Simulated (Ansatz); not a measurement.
# TaRu in Cmmm, a phase reached by a soft mode: following an unstable mode

Which phase does TaRu in Cmmm, a phase reached by a soft mode fall into along its unstable mode, and how much energy does it gain?

Main program and level: Ansatz 0.2.0; DFT PBEsol, scalar-relativistic, plane waves, PAW; PAW set soft_1.

## Step 1: Set-up

Symmetry: Cmmm, No. 65, orthorhombic system. The conventional cell has a = 6.137 Å, b = 13.378 Å, c = 3.020 Å, α = 90.00°, β = 90.00°, γ = 90.00°. Nearest to Ta lie 8 Ru at 2.66 to 2.80 Å and 1 Ta at 2.96 Å. Nearest to Ru lie 8 Ta at 2.66 to 2.80 Å. Ru has 8 Ta at 2.76 Å and 4 Ru at 3.02 to 3.07 Å nearest. Nearest to Ru lie 8 Ta at 2.70 Å and 4 Ru at 3.02 to 3.07 Å. Farther neighbours, and contacts between anions beyond the nearest, are not listed.

## Step 2: Zone-centre response

This phase was reached earlier by freezing in an unstable mode of a structure of higher symmetry and relaxing. Its zone-centre modes tell whether it is the end of the road.

input.yaml reads:

```yaml
crystal:
  lattice:
    - [3.0682683753, -6.6891944529, 0.0]
    - [3.0682683753, 6.6891944529, 0.0]
    - [0.0, 0.0, 3.0202337854]
  atoms:
    - { symbol: Ta, position: [0.6156763768, 0.8661960968, 0.5] }
    - { symbol: Ta, position: [0.1338039032, 0.3843236232, 0.5] }
    - { symbol: Ta, position: [0.8661960968, 0.6156763768, 0.5] }
    - { symbol: Ta, position: [0.3843236232, 0.1338039032, 0.5] }
    - { symbol: Ru, position: [0.7624653796, 0.2375346204, 0.0] }
    - { symbol: Ru, position: [0.2375346204, 0.7624653796, 0.0] }
    - { symbol: Ru, position: [0.0, 0.0, 0.0] }
    - { symbol: Ru, position: [0.5, 0.5, 0.0] }
kpoints:
  mp_grid: { grid: [6, 6, 12] }
hamiltonian:
  xc: pbesol
  pseudopotentials: { kind: paw, azcp: { folder: soft_1 }, xc_functional: pbe }
scf:
  occupations: { method: methfessel_paxton, width: 0.2 }
output:
  eigenvalues: true
phonons:
  method: dfpt
```

On the command line:

```bash
$ ansatz run input.yaml --threads 4 --pin off --max-ram 10240MiB --backend cpu --events-out ev --progress --plain --runs-dir out
```

Output:

```text
zone centre: on kpoints.mp_grid the ground state, and the responses unless they are solved on pairs of k-points, stand on 140 of the mesh's 432 k-points, reduced under 2 symmetry operations, with k and −k counted as one. Each operation leaves every solved displacement unchanged or reverses it
Engine: ansatz 0.2.0, x86_64-unknown-linux-gnu
Pseudopotentials: kind: paw
Pseudopotential: Ta, paw, valence charge 13, recommended cutoff 420 eV (normal), soft_1/Ta.paw.azcp
Pseudopotential: Ru, paw, valence charge 16, recommended cutoff 420 eV (normal), soft_1/Ru.paw.azcp
Functional definition: PBEsol
  exchange = pbesol_x
  correlation = pbesol_c
Crystal: 8 atoms, lattice volume = 123.976 Å³
Basis set: ecut = 420 eV, 2423 PW (Γ), exchange–correlation on 100×100×48 points (8 copies of the dense FFT grid, shifted against one another)
Bands: 70, of which v1, the nominal top of the filled ones, is band 58 counted from 1 (57 counted from 0)
Symmetry: 8 space group operations
k-points: 140 of 432 (irreducible under 2 space group operations, time reversal used)
Non-local potential: Ta, projectors of the file, l = 0: 3, l = 1: 2, l = 2: 2, l = 3: 1
Non-local potential: Ru, projectors of the file, l = 0: 3, l = 1: 2, l = 2: 2, l = 3: 1
PAW form: soft (Blöchl's): semilocal exchange-correlation on the pseudo side does not see the compensation charge
PAW frozen core: Ta, regenerated for the run's functional, and the local potential with it (the file was generated under x = pbe(κ = 0.804, μ = 0.219515), c = pbe(β = 0.066725))
PAW frozen core: Ru, regenerated for the run's functional, and the local potential with it (the file was generated under x = pbe(κ = 0.804, μ = 0.219515), c = pbe(β = 0.066725))
PAW one-centre angular grid: Ta, 590 points (default); XC on 64 Gauss nodes
PAW one-centre angular grid: Ru, 590 points (default); XC on 64 Gauss nodes
Initial density: superposition of atomic densities (chi_scale 0.1, normalization cell, long waves kept (reshape's long-wave potential 0.00 eV rms))
Initial wavefunctions: pseudopotential atomic-orbital guess
Functional: x = pbesol(κ = 0.804, μ = 0.123457), c = pbesol(β = 0.046)
SCF iter   1: F=—  HF=-62514.644041 eV  |F-HF|=—  |Δ(HF+E_count)|=         —  Δρ=2.45e-1  dr2=1.25e2  ethr=3.10e-3  ⟨swp⟩=4.6  Hψ=30140  notcnv=0
preconditioner: auto → Kerker (q_TF=auto, 2.698 Å⁻¹)  [metal: Δε(μ)=0.018 eV  Ē_g=5.016 eV  σ=0.200 eV  W_gap=0.08  n_scr=36 (ndim 8)  ℏωp=24.0 eV  f_vac=0.000  D(μ)=7.58/eV (n_scr^D=78)]
SCF iter   2: F=—  HF=-62500.931255 eV  |F-HF|=—  |Δ(HF+E_count)|=    1.37e1  S|Δr|=    0.00e0  Δρ=1.04e-1  dr2=2.24e1  ethr=3.10e-3  ⟨swp⟩=2.9  Hψ=22531  notcnv=0  defer=236
SCF iter   3: F=—  HF=-62498.230158 eV  |F-HF|=—  |Δ(HF+E_count)|=    2.70e0  S|Δr|=    0.00e0  Δρ=1.41e-2  dr2=1.34e-1  ethr=3.10e-3  ⟨swp⟩=2.9  Hψ=16785  notcnv=0  defer=240
SCF iter   4: F=—  HF=-62498.218744 eV  |F-HF|=—  |Δ(HF+E_count)|=   1.14e-2  S|Δr|=    0.00e0  Δρ=4.39e-3  dr2=3.67e-2  ethr=1.15e-4  ⟨swp⟩=2.2  Hψ=19011  notcnv=0  defer=211
SCF iter   5: F=—  HF=-62498.214297 eV  |F-HF|=—  |Δ(HF+E_count)|=   4.45e-3  S|Δr|=    0.00e0  Δρ=1.01e-3  dr2=2.16e-3  ethr=3.16e-5  ⟨swp⟩=1.9  Hψ=10453  notcnv=0  defer=211
SCF iter   6: F=—  HF=-62498.214016 eV  |F-HF|=—  |Δ(HF+E_count)|=   2.81e-4  S|Δr|=    0.00e0  Δρ=2.01e-4  dr2=1.19e-4  ethr=1.86e-6  ⟨swp⟩=2.0  Hψ=12395  notcnv=0  defer=211
SCF iter   7: F=—  HF=-62498.213991 eV  |F-HF|=—  |Δ(HF+E_count)|=   2.48e-5  S|Δr|=    0.00e0  Δρ=4.96e-5  dr2=1.04e-5  ethr=1.02e-7  ⟨swp⟩=2.0  Hψ=13089  notcnv=0  defer=211
SCF iter   8: F=—  HF=-62498.213991 eV  |F-HF|=—  |Δ(HF+E_count)|=   2.45e-7  S|Δr|=    0.00e0  Δρ=1.54e-5  dr2=8.10e-7  ethr=8.95e-9  ⟨swp⟩=2.0  Hψ=13017  notcnv=0  defer=211
SCF iter   9: F=—  HF=-62498.213989 eV  |F-HF|=—  |Δ(HF+E_count)|=   1.85e-6  S|Δr|=    0.00e0  Δρ=3.20e-6  dr2=5.34e-8  ethr=6.98e-10  ⟨swp⟩=2.1  Hψ=12899  notcnv=0  defer=211
SCF iter  10: F=—  HF=-62498.213989 eV  |F-HF|=—  |Δ(HF+E_count)|=   6.65e-9  S|Δr|=    0.00e0  Δρ=9.44e-7  dr2=2.80e-9  ethr=4.60e-11  ⟨swp⟩=2.2  Hψ=12772  notcnv=0  defer=211
SCF iter  11: F=—  HF=-62498.213989 eV  |F-HF|=—  |Δ(HF+E_count)|=  4.44e-10  S|Δr|=    0.00e0  Δρ=1.82e-7  dr2=8.57e-11  ethr=2.42e-12  ⟨swp⟩=2.0  Hψ=13182  notcnv=0  defer=211
SCF iter  12: F=-62498.213989 eV  HF=-62498.213989 eV  |F-HF|=4.37e-11  |Δ(HF+E_count)|=    0.00e0  S|Δr|=    0.00e0  Δρ=4.81e-8  dr2=5.53e-12  ethr=1.00e-12  ⟨swp⟩=11.4  Hψ=43968  notcnv=0
SCF 1 converged in 12 iterations: F = -62498.213989 eV  dr2 = 5.53e-12
  greatest PAW one-centre occupation: 1.000 electrons in one spin orbital (limit 2), on the Ru atom at site 7 (counted from 0), in its partial waves of l = 0
DFPT response loops at Γ: preconditioner auto → Kerker (q_TF=auto, 2.698 Å⁻¹) (partly filled bands, converged f_vac=0.000); β = 1.00, the filter's whole step (`scf.mixing.beta` (0.50) is not read by the response loops under this deck's `scf.mixing.preconditioner`; to damp them name `kerker` or `kerker_dos`, under which they read `scf.mixing.beta`, and type it under 1.00, their step now; both keys bind the ground state too); Broyden in place of MSR1
SCF converged after 12 iterations
Stability not checked: this state was not tested for a lower state beside it, because cold or Methfessel-Paxton smearing, or corrected tetrahedra, fill the levels in a way that the test cannot read (fill_not_monotonic; see scf.lower_state_search)
Free energy (F): -62498.213989 eV
Harris-Foulkes:  -62498.213989 eV  (|F-HF|=4.37e-11)
Internal energy: -62498.222649 eV  (E = F + TS)
E sigma→0 (E₀):  -62498.216154 eV
Entropy (-TS):   0.008660 eV (1.082 meV/atom)
Fermi energy:    21.585735 eV
Step filling:    the computed levels leave a gap of 0.0017 eV = 0.0 smearing widths at the electron count; against every level under it full and every level over it empty, smearing changes F+E_penalty+E_count by +2.610 meV and its σ→0 estimate by +0.445 meV
--- Per-component energies (eV) ---
  E_band       = -668.846250
  E_kinetic    = 3414.366823
  E_local      = -7648.089733  (includes V_loc(G=0)·N_el)
  E_nonlocal   = 1628.993791
  E_hartree    = 2650.431308
  E_xc         = -1953.407519
  E_vxc        = -1794.239069  (∫ρ·V_xc dr)
  E_paw        = -46487.950777  (= ΣΔE_a)
  E_vpaw       = -1570.743545  (= ΣTr[D̂ρ^β])
  E_aug_tail   = 0.002907  (compensation charges beyond the density's cutoff)
  E_ewald      = -14104.437487
  E_core_change = 1.868038  (= ΣΔE_core)
  E_smearing   = 0.008660  (= −TS)
  E_closure    = -0.000000  (closes the sum)
  Σ components = -62498.213989   (vs F -62498.213989, Δ=0.00e0)
--- Band table (eV; the first three rows and the last of 140) ---
  k-point 0: bands = [... 54 lower, 19.9338, 20.2527, 20.6756, 21.1972, 21.3567, 21.4022, 21.5163, 22.0231, ... 8 higher]
  k-point 1: bands = [... 54 lower, 20.1047, 20.1516, 20.2187, 21.1499, 21.5396, 21.5779, 21.6134, 21.8982, ... 8 higher]
  k-point 2: bands = [... 54 lower, 19.8067, 19.9199, 20.8699, 21.0447, 21.8380, 21.9104, 22.0590, 22.1147, ... 8 higher]
  k-point 139: bands = [... 54 lower, 20.8347, 21.4371, 21.4974, 21.5920, 21.7082, 21.8318, 22.1207, 22.7575, ... 8 higher]
--- Phonons (Γ-DFPT): 12 representative perturbations + reference, on 140 of 432 k-points (Σ response iterations 40) ---
  k mesh reduced under 2 symmetry operations, with k and −k counted as one. Each operation leaves every solved displacement unchanged or reverses it
  ASR residual: 1.215e-4 → 0.000e0 eV/Å²; symmetrization residual: 1.164e-5 eV/Å²
  ASR residual per site (eV/Å²): 5.75e-5 5.75e-5 5.75e-5 5.75e-5 4.34e-5 4.34e-5 9.50e-5 1.21e-4
  Γ frequencies (cm⁻¹): -83.19 0.00 0.00 0.00 92.18 94.94 95.34 97.36 98.28 100.72 105.30 116.47 117.22 118.68 138.99 144.70 154.68 158.23 164.95 170.34 198.90 202.69 205.59 211.11
  non-analytic LO–TO correction: not included (Born effective charges unavailable; polar crystals: no LO–TO splitting at Γ)
```

Wall time 5.9 min (4 threads of Intel Xeon Platinum 8488C (Sapphire Rapids), shared host); peak memory 3.6 GiB.

Numbers from this step:

- volume per atom: 15.50 Å³
- gap on the k-mesh: 0 eV
- sum-rule residual before enforcement: 1.21e-4 eV/Å²
- point group: mmm
- highest optical mode at the zone centre (no LO-TO term): 211.1 cm⁻¹
- lowest optical zone-centre mode: -83.19 cm⁻¹

Patterns of degenerate modes are one choice out of their space. Modes at Γ, with each element's share of the kinetic energy (negative means imaginary):

| mode | frequency (cm⁻¹) | symmetry | Ta % | Ru % |
| --- | --- | --- | --- | --- |
| 1 | -83.2 | B2u | 29 | 71 |
| 2 | 0.0 | acoustic | 64 | 36 |
| 3 | 0.0 | acoustic | 64 | 36 |
| 4 | 0.0 | acoustic | 64 | 36 |
| 5 | 92.2 | B3g | 93 | 7 |
| 6 | 94.9 | B1g | 96 | 4 |
| 7 | 95.3 | B3u | 84 | 16 |
| 8 | 97.4 | B2g | 100 | 0 |
| 9 | 98.3 | Au | 100 | 0 |
| 10 | 100.7 | B1u | 0 | 100 |
| 11 | 105.3 | B1g | 92 | 8 |
| 12 | 116.5 | B3u | 1 | 99 |
| 13 | 117.2 | Ag | 31 | 69 |
| 14 | 118.7 | B2u | 2 | 98 |
| 15 | 139.0 | B1u | 0 | 100 |
| 16 | 144.7 | B3g | 7 | 93 |
| 17 | 154.7 | B2u | 39 | 61 |
| 18 | 158.2 | B1u | 35 | 65 |
| 19 | 164.9 | Ag | 98 | 2 |
| 20 | 170.3 | B3u | 33 | 67 |
| 21 | 198.9 | Ag | 71 | 29 |
| 22 | 202.7 | B3u | 17 | 83 |
| 23 | 205.6 | B2u | 66 | 34 |
| 24 | 211.1 | B1g | 12 | 88 |

Displacements in mode 1 (-83.2 cm⁻¹), the largest set to 1:
```
Ta1  0.27  0.00  0.00
Ta2 -0.27  0.00  0.00
Ta3 -0.27  0.00  0.00
Ta4  0.27  0.00  0.00
Ru5  0.00 -0.34  0.00
Ru6  0.00 -0.34  0.00
Ru7  0.00 -0.31  0.00
Ru8  0.00  1.00  0.00
```

Displacements in mode 24 (211.1 cm⁻¹), the largest set to 1:
```
Ta1  0.08  0.18  0.00
Ta2  0.08 -0.18  0.00
Ta3 -0.08  0.18  0.00
Ta4 -0.08 -0.18  0.00
Ru5 -1.00  0.00  0.00
Ru6  1.00  0.00  0.00
Ru7  0.00  0.00  0.00
Ru8  0.00  0.00  0.00
```

Before it was imposed, the acoustic sum rule was missed by 1.2e-4 eV/Å². Small misses are needed for a sound result but don't prove that mesh and cutoff are converged. The lowest optical mode is imaginary, 83.2i cm⁻¹, so the energy falls along it.

## Step 3: The mode frozen in, largest atomic shift 0 Å

The mode followed lies at Γ with frequency 83.2i cm⁻¹, the softest among the wavevectors solved. At small amplitude the pattern taken leaves space group no. 38 by a symmetry search on the positions. The undistorted cell that holds it gives the zero of energy on the same k mesh.

Edit input.yaml of step 2 so:

```diff
@@ -22,4 +22,4 @@
 output:
+  forces: true
+  stress: true
   eigenvalues: true
-phonons:
-  method: dfpt
```

Output:

```text
[...]
Crystal: 8 atoms, lattice volume = 123.976 Å³
Basis set: ecut = 420 eV, 2423 PW (Γ), exchange–correlation on 100×100×48 points (8 copies of the dense FFT grid, shifted against one another)
Bands: 70, of which v1, the nominal top of the filled ones, is band 58 counted from 1 (57 counted from 0)
Symmetry: 8 space group operations
[...]
k-points: 91 of 432
[...]
k-point 0: bands = [... 54 lower, 19.9338, 20.2526, 20.6756, 21.1972, 21.3567, 21.4022, 21.5163, 22.0232, ... 8 higher]
  k-point 1: bands = [... 54 lower, 20.1046, 20.1516, 20.2187, 21.1499, 21.5396, 21.5779, 21.6134, 21.8982, ... 8 higher]
  k-point 2: bands = [... 54 lower, 19.8066, 19.9200, 20.8699, 21.0447, 21.8380, 21.9104, 22.0590, 22.1147, ... 8 higher]
  k-point 90: bands = [... 54 lower, 20.8346, 21.4371, 21.4974, 21.5920, 21.7082, 21.8318, 22.1207, 22.7575, ... 8 higher]
[key lines of the parts left out:]
SCF converged after 9 iterations
Free energy (F): -62498.213989 eV
Fermi energy:    21.585737 eV
P = ⅓ Tr σ = 0.0007 GPa (0.007 kbar)
```

Elapsed: 8.4 s, on 4 threads; peak memory 0.94 GiB.

Read from the output:

```
pressure                         : 7.10e-4 GPa
energy from the undistorted cell : 0 meV/atom
```

The run ends at a pressure of 0.00 GPa, with forces up to 5.8e-4 eV/Å.

## Step 4: The mode frozen in, largest atomic shift 0.14 Å

The atoms are moved along the unstable eigenvector, the largest shift by 0.14 Å, with the cell fixed.

input.yaml, the sections that differ from step 3:

```yaml
crystal:
  lattice:
    - [3.0682683753, -6.6891944529, 0.0]
    - [3.0682683753, 6.6891944529, 0.0]
    - [0.0, 0.0, 3.0202337854]
  atoms:
    - { symbol: Ta, position: [0.6218930793, 0.8723824146, 0.5] }
    - { symbol: Ta, position: [0.1276175854, 0.3781069207, 0.5] }
    - { symbol: Ta, position: [0.860009779, 0.6094596743, 0.5] }
    - { symbol: Ta, position: [0.3905403257, 0.139990221, 0.5] }
    - { symbol: Ru, position: [0.7660328703, 0.2339671297, 0.0] }
    - { symbol: Ru, position: [0.2411021111, 0.7588978889, 0.0] }
    - { symbol: Ru, position: [0.0032208601, -0.0032208601, 0.0] }
    - { symbol: Ru, position: [0.4895353618, 0.5104646382, 0.0] }
# kpoints, hamiltonian, scf, output: as in step 3
```

Output:

```text
[...]
Crystal: 8 atoms, lattice volume = 123.976 Å³
Basis set: ecut = 420 eV, 2423 PW (Γ), exchange–correlation on 100×100×48 points (8 copies of the dense FFT grid, shifted against one another)
Bands: 70, of which v1, the nominal top of the filled ones, is band 58 counted from 1 (57 counted from 0)
Symmetry: 4 space group operations
[...]
k-point 0: bands = [... 54 lower, 19.9110, 20.3793, 20.6519, 21.0559, 21.2995, 21.5024, 21.5679, 22.0479, ... 8 higher]
  k-point 1: bands = [... 54 lower, 20.1384, 20.1961, 20.2682, 21.0290, 21.4752, 21.6784, 21.6899, 21.8831, ... 8 higher]
  k-point 2: bands = [... 54 lower, 19.8162, 20.0198, 20.8510, 20.9767, 21.8097, 21.9835, 22.0116, 22.0450, ... 8 higher]
  k-point 90: bands = [... 54 lower, 20.7694, 21.3482, 21.4210, 21.5932, 21.6843, 21.9260, 22.1489, 22.7655, ... 8 higher]
[key lines of the parts left out:]
SCF converged after 9 iterations
Free energy (F): -62498.236467 eV
Fermi energy:    21.563945 eV
P = ⅓ Tr σ = 0.3086 GPa (3.086 kbar)
```

It took 13 s on 4 threads; peak memory 0.91 GiB.

Read from the output:

| Property | Result |
| --- | --- |
| pressure | 0.3086 GPa |
| energy from the undistorted cell | -2.944 meV/atom |

The energy, extrapolated to zero smearing, is -2.94 meV/atom against the undistorted cell.

The run ends at a pressure of 0.31 GPa, with forces up to 0.26 eV/Å.

## Step 5: Energy along the mode, all amplitudes (two of the runs are shown above)

An imaginary frequency means negative curvature, so the energy should fall and then rise again as anharmonic terms take over.

Numbers from this step:

```
depth at the lowest point sampled  : 2.944 meV/atom
largest atomic shift at that point : 0.14 Å
```

Energy from the parent against largest atomic shift:

| largest atomic shift (Å) | energy from the parent (meV/atom) |
| --- | --- |
| 0.000 | 0 |
| 0.040 | -0.479 |
| 0.080 | -1.63 |
| 0.140 | -2.94 |
| 0.220 | 0.903 |
| 0.320 | 22.7 |

Displacement at unit largest shift by atom:

| atom | x (Å) | y (Å) | z (Å) | size |
| --- | --- | --- | --- | --- |
| Ta1 | 0.27 | 0.00 | 0.00 | 0.27 |
| Ta2 | -0.27 | 0.00 | 0.00 | 0.27 |
| Ta3 | -0.27 | 0.00 | 0.00 | 0.27 |
| Ta4 | 0.27 | 0.00 | 0.00 | 0.27 |
| Ru5 | 0.00 | -0.34 | 0.00 | 0.34 |
| Ru6 | 0.00 | -0.34 | 0.00 | 0.34 |
| Ru7 | 0.00 | -0.31 | 0.00 | 0.31 |
| Ru8 | 0.00 | 1.00 | 0.00 | 1.00 |

The lowest step is at 0.14 Å, 2.94 meV/atom below the parent, and the energy rises beyond it.

[end of part 1 of 2]

[Long decimals in the printed logs are rounded to 6 places.]

[Logs are printed without paths, hosts, clocks, repeated set-up lines and the standing remarks that a program may print on its own settings, such as how far it seeks lower states.]

[Hosts, paths, dates, database ids (printed as entryN), source tags and the programs' standing remarks are cut or masked in the printed files.]

[Where the starting crystal was built by hand or by swapping elements, it need not be the compound's stable phase.]
